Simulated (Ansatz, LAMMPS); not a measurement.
## Elastic response of glassy B2O3 (90 atoms)

How stiff is glassy B2O3 (90 atoms), and how do its levels respond to strain?

Program: Ansatz 0.2.0. Level of theory: Kohn-Sham DFT, r2SCAN, PAW (set soft_2), plane waves. Values are calculated unless marked as measured.

**1. Starting point**

The cell holds 90 atoms: 36 B and 54 O. Its edges and angles: a = 10.252 Å, b = 10.252 Å, c = 10.252 Å, α = 90.0°, β = 90.0°, γ = 90.0°. 90 atoms (36 B, 54 O) placed at random at 1.93 g/cm³, melted at 3000 K for 20 ps at fixed volume with the Buckingham and Coulomb pair potential of Guillot and Sator (Geochim. Cosmochim. Acta 71, 1249 (2007)) with the boron terms of Wang et al. (J. Non-Cryst. Solids 498, 294 (2018)). Quenched from 3000 K to 300 K at 50 K/ps and fixed volume, held 10 ps at zero pressure, then minimised at fixed cell.

Limits known from the start: The quench rate of 50 K/ps is orders of magnitude faster than experiment, which tends to freeze in extra defects. The starting topology of bonds comes from the classical model, and needn't be the one that DFT or experiment would give. The Brillouin zone is sampled at Γ only.

**2. Single point at the start**

The forces at the start show how far the geometry lies from a minimum of this functional.

input.yaml reads:

```yaml
crystal:
  lattice:
    - [10.25153, 0.0, 0.0]
    - [0.0, 10.25153, 0.0]
    - [0.0, 0.0, 10.25153]
  atoms:
    - { symbol: B, position: [0.26028, 0.89491, 0.62177] }
    - { symbol: B, position: [0.30209, 0.24476, 0.44016] }
    - { symbol: B, position: [0.794, 0.92487, 0.0096] }
    - { symbol: B, position: [0.97024, 0.3761, 0.82566] }
    - { symbol: B, position: [0.86711, 0.71571, 0.46903] }
    - { symbol: B, position: [0.04073, 0.13805, 0.78718] }
    - { symbol: B, position: [0.64673, 0.71218, 0.32166] }
    - { symbol: B, position: [0.01474, 0.59551, 0.22883] }
    - { symbol: B, position: [0.6, 0.93021, 0.19875] }
    - { symbol: B, position: [0.39901, 0.04126, 0.89633] }
    - { symbol: B, position: [0.50317, 0.15628, 0.29905] }
    - { symbol: B, position: [0.23648, 0.0266, 0.09467] }
    - { symbol: B, position: [0.33342, 0.54203, 0.13613] }
    - { symbol: B, position: [0.10795, 0.83585, 0.42915] }
    - { symbol: B, position: [0.39534, 0.43327, 0.74713] }
    - { symbol: B, position: [0.50066, 0.80572, 0.58616] }
    - { symbol: B, position: [0.71305, 0.12407, 0.88238] }
    - { symbol: B, position: [0.69368, 0.26489, 0.44822] }
    - { symbol: B, position: [0.68367, 0.66031, 0.94972] }
    - { symbol: B, position: [0.21722, 0.77235, 0.8547] }
    - { symbol: B, position: [0.60796, 0.28167, 0.69858] }
    - { symbol: B, position: [0.44082, 0.55973, 0.52483] }
    - { symbol: B, position: [0.93425, 0.49673, 0.59806] }
    - { symbol: B, position: [0.51519, 0.49458, 0.29425] }
    - { symbol: B, position: [0.1989, 0.44561, 0.93038] }
    - { symbol: B, position: [0.29475, 0.16768, 0.69767] }
    - { symbol: B, position: [0.11591, 0.4362, 0.40981] }
    - { symbol: B, position: [0.91326, 0.12511, 0.4415] }
    - { symbol: B, position: [0.91447, 0.9622, 0.65842] }
    - { symbol: B, position: [0.01412, 0.76637, 0.02602] }
    - { symbol: B, position: [0.45537, 0.78692, 0.93551] }
    - { symbol: B, position: [0.78615, 0.50765, 0.14786] }
    - { symbol: B, position: [0.73068, 0.78853, 0.72482] }
    - { symbol: B, position: [0.79041, 0.24905, 0.09936] }
    - { symbol: B, position: [0.00925, 0.12472, 0.20187] }
    - { symbol: B, position: [0.26324, 0.78819, 0.2147] }
    - { symbol: O, position: [0.99699, 0.10359, 0.33636] }
    - { symbol: O, position: [0.70766, 0.92935, 0.11524] }
    - { symbol: O, position: [0.31575, 0.08007, 0.99773] }
    - { symbol: O, position: [0.06589, 0.43556, 0.90248] }
    - { symbol: O, position: [0.82455, 0.22877, 0.43598] }
    - { symbol: O, position: [0.76401, 0.37329, 0.14718] }
    - { symbol: O, position: [0.2248, 0.8535, 0.74616] }
    - { symbol: O, position: [0.7517, 0.74367, 0.40246] }
    - { symbol: O, position: [0.9046, 0.03816, 0.54533] }
    - { symbol: O, position: [0.64666, 0.30467, 0.56965] }
    - { symbol: O, position: [0.56054, 0.71272, 0.97743] }
    - { symbol: O, position: [0.98845, 0.01627, 0.75926] }
    - { symbol: O, position: [0.32108, 0.21479, 0.57273] }
    - { symbol: O, position: [0.33767, 0.72681, 0.90044] }
    - { symbol: O, position: [0.74837, 0.58325, 0.04031] }
    - { symbol: O, position: [0.60876, 0.81518, 0.66817] }
    - { symbol: O, position: [0.38396, 0.51792, 0.6406] }
    - { symbol: O, position: [0.03485, 0.44814, 0.51907] }
    - { symbol: O, position: [0.84098, 0.84909, 0.67278] }
    - { symbol: O, position: [0.4388, 0.46985, 0.18486] }
    - { symbol: O, position: [0.24324, 0.48749, 0.05129] }
    - { symbol: O, position: [0.91395, 0.4422, 0.72099] }
    - { symbol: O, position: [0.48526, 0.68844, 0.5169] }
    - { symbol: O, position: [0.2063, 0.33511, 0.40563] }
    - { symbol: O, position: [0.26453, 0.89862, 0.13422] }
    - { symbol: O, position: [0.4605, 0.47747, 0.41853] }
    - { symbol: O, position: [0.73738, 0.7042, 0.83204] }
    - { symbol: O, position: [0.16092, 0.91063, 0.53045] }
    - { symbol: O, position: [0.53276, 0.04497, 0.22655] }
    - { symbol: O, position: [0.66742, 0.18054, 0.76805] }
    - { symbol: O, position: [0.12102, 0.08541, 0.13558] }
    - { symbol: O, position: [0.1962, 0.79931, 0.33251] }
    - { symbol: O, position: [0.32246, 0.67142, 0.17848] }
    - { symbol: O, position: [0.37813, 0.18287, 0.34552] }
    - { symbol: O, position: [0.46378, 0.92209, 0.91466] }
    - { symbol: O, position: [0.7556, 0.99506, 0.89845] }
    - { symbol: O, position: [0.10145, 0.52685, 0.30847] }
    - { symbol: O, position: [0.50988, 0.3593, 0.75368] }
    - { symbol: O, position: [0.90823, 0.8519, 0.01967] }
    - { symbol: O, position: [0.0412, 0.69493, 0.1395] }
    - { symbol: O, position: [0.96178, 0.23968, 0.83296] }
    - { symbol: O, position: [0.16613, 0.16788, 0.7433] }
    - { symbol: O, position: [0.6061, 0.23167, 0.34893] }
    - { symbol: O, position: [0.38687, 0.10448, 0.77625] }
    - { symbol: O, position: [0.57514, 0.8149, 0.26734] }
    - { symbol: O, position: [0.62019, 0.58225, 0.28736] }
    - { symbol: O, position: [0.8691, 0.60664, 0.55159] }
    - { symbol: O, position: [0.90179, 0.18046, 0.13883] }
    - { symbol: O, position: [0.98478, 0.77826, 0.43764] }
    - { symbol: O, position: [0.10223, 0.7549, 0.92313] }
    - { symbol: O, position: [0.29142, 0.41888, 0.8333] }
    - { symbol: O, position: [0.71705, 0.1996, 0.99614] }
    - { symbol: O, position: [0.3925, 0.88872, 0.58869] }
    - { symbol: O, position: [0.88423, 0.55479, 0.23053] }
kpoints:
  mp_grid: { grid: [1, 1, 1] }
hamiltonian:
  xc: r2scan
scf:
  occupations: { method: gaussian, width: 0.025 }
output:
  forces: true
```

Command:

```console
$ ansatz run input.yaml --threads 4 --pin off --max-ram 8192MiB --backend cpu --events-out ev --progress --plain --runs-dir out
```

Standard output:

```text
[...]
Pseudopotentials: kind: paw
Pseudopotential: B, paw, valence charge 3, recommended cutoff 500 eV (meta_gga), B.paw.azcp
Pseudopotential: O, paw, valence charge 6, recommended cutoff 500 eV (meta_gga), O.paw.azcp
[... 6 lines on functional and potentials left out ...]
Crystal: 90 atoms, lattice volume = 1077.373 Å³
Basis set: ecut = 500 eV, 27369 PW (Γ), exchange–correlation on 300×300×300 points (64 copies of the dense FFT grid, shifted against one another)
Bands: 306, of which v1, the nominal top of the filled ones, is band 216 counted from 1 (215 counted from 0)
Symmetry: 1 space group operations
Space group: P1 (ITA 1), of the structure as read, at distance tolerance 1.0e-4 Å
k-points: 1
[... 7 lines on functional and potentials left out ...]
Initial density: superposition of atomic densities (neutral atoms: chi_scale 0, normalization atom), corrected by the library's trained network
Initial wavefunctions: pseudopotential atomic-orbital guess
[...]
SCF iter   1: F=—  HF=-36407.827259 eV  |F-HF|=—  |Δ(HF+E_count)|=         —  Δρ=8.73e-3  dr2=7.13e-1  dr2_τ=9.35e0  ethr=1.77e-3  ⟨swp⟩=6.0  Hψ=1335  notcnv=0  defer=55
preconditioner: auto → Resta (q_TF=auto, 2.343 Å⁻¹)  ε∞=2.8  [insulator: Δε(μ)=5.623 eV  Ē_g=17.760 eV  σ=0.025 eV  W_gap=1.00  n_scr=250 (ndim 8)  ℏωp=23.5 eV  f_vac=0.196  D(μ)=0.00/eV (n_scr^D=0)  ε∞_Penn≈2.8]
SCF iter   2: F=—  HF=-36410.660463 eV  |F-HF|=—  |Δ(HF+E_count)|=    2.83e0  Δρ=5.11e-3  dr2=1.78e-1  dr2_τ=1.47e-2  ethr=1.65e-4  ⟨swp⟩=3.0  Hψ=576  notcnv=0  defer=86
SCF iter   3: F=—  HF=-36410.641582 eV  |F-HF|=—  |Δ(HF+E_count)|=   1.89e-2  Δρ=9.73e-4  dr2=8.79e-3  dr2_τ=2.60e-3  ethr=4.11e-5  ⟨swp⟩=3.0  Hψ=368  notcnv=0  defer=30
automatic band count: iteration 3 solves 250 bands in place of 306: the levels show a gap, and the empty bands left out lie too high to hold charge; the band table lists the bands solved (type scf.n_extra_bands for more)
SCF iter   4: F=—  HF=-36410.642656 eV  |F-HF|=—  |Δ(HF+E_count)|=   1.07e-3  Δρ=2.87e-4  dr2=5.75e-4  dr2_τ=9.20e-5  ethr=2.04e-6  ⟨swp⟩=2.0  Hψ=436  notcnv=0  defer=30
SCF iter   5: F=—  HF=-36410.642848 eV  |F-HF|=—  |Δ(HF+E_count)|=   1.92e-4  Δρ=1.31e-4  dr2=1.58e-4  dr2_τ=1.90e-5  ethr=1.33e-7  ⟨swp⟩=2.0  Hψ=436  notcnv=0  defer=30
SCF iter   6: F=—  HF=-36410.642895 eV  |F-HF|=—  |Δ(HF+E_count)|=   4.61e-5  Δρ=4.16e-5  dr2=2.03e-5  dr2_τ=1.34e-6  ethr=3.67e-8  ⟨swp⟩=2.0  Hψ=397  notcnv=0  defer=30
SCF iter   7: F=—  HF=-36410.640933 eV  |F-HF|=—  |Δ(HF+E_count)|=   1.96e-3  Δρ=1.39e-5  dr2=1.94e-6  dr2_τ=1.48e-7  ethr=4.69e-9  ⟨swp⟩=2.0  Hψ=466  notcnv=0  defer=30
SCF iter   8: F=—  HF=-36410.640935 eV  |F-HF|=—  |Δ(HF+E_count)|=   1.24e-6  Δρ=7.29e-6  dr2=4.82e-7  dr2_τ=4.10e-8  ethr=4.49e-10  ⟨swp⟩=2.0  Hψ=435  notcnv=0  defer=30
SCF iter   9: F=-36410.640935 eV  HF=-36410.640935 eV  |F-HF|=4.48e-8  |Δ(HF+E_count)|=   1.03e-7  Δρ=1.35e-6  dr2=2.32e-8  dr2_τ=1.81e-9  ethr=2.31e-11  ⟨swp⟩=3.0  Hψ=959  notcnv=0
SCF 1 converged in 9 iterations: F = -36410.640935 eV  dr2 = 2.32e-8
[...]
SCF converged after 9 iterations
Free energy (F): -36410.640935 eV
Harris-Foulkes:  -36410.640935 eV  (|F-HF|=4.48e-8)
Internal energy: -36410.640935 eV  (E = F + TS)
E sigma→0 (E₀):  -36410.640935 eV
Fermi energy:    3.475272 eV
--- Per-component energies (eV) ---
[...]
Σ components = -36410.640935   (vs F -36410.640935, Δ=0.00e0)
--- Forces (eV/Å), atoms counted from 1 ---
  atom   1  B      0.30866773    -2.65679150    -0.14072871
  atom   2  B     -0.13576742     0.55154832     0.53140056
  atom   3  B     -0.62049796     0.31378342     0.78150202
  atom   4  B      2.82719886    -0.59424683    -1.84591200
[...]
atom  90  O     -0.15173789    -0.46758806    -0.14228644
  max |Σ_I F_I| component: 2.21e-4 eV/Å
```

The job ended after 12 s (4 threads of Intel Xeon 6975P-C (Granite Rapids), shared host; peak memory 2.6 GiB; 45 s of CPU time).

The r.m.s. force at the start is 0.68 eV/Å.

[end of part 1 of 4]

[Long decimals in the printed logs are rounded to 6 places.]

[Logs are printed without paths, hosts, clocks, repeated set-up lines and the standing remarks that a program may print on its own settings, such as how far it seeks lower states.]

[Hosts, paths, dates, database ids (printed as entryN), source tags and the programs' standing remarks are cut or masked in the printed files.]
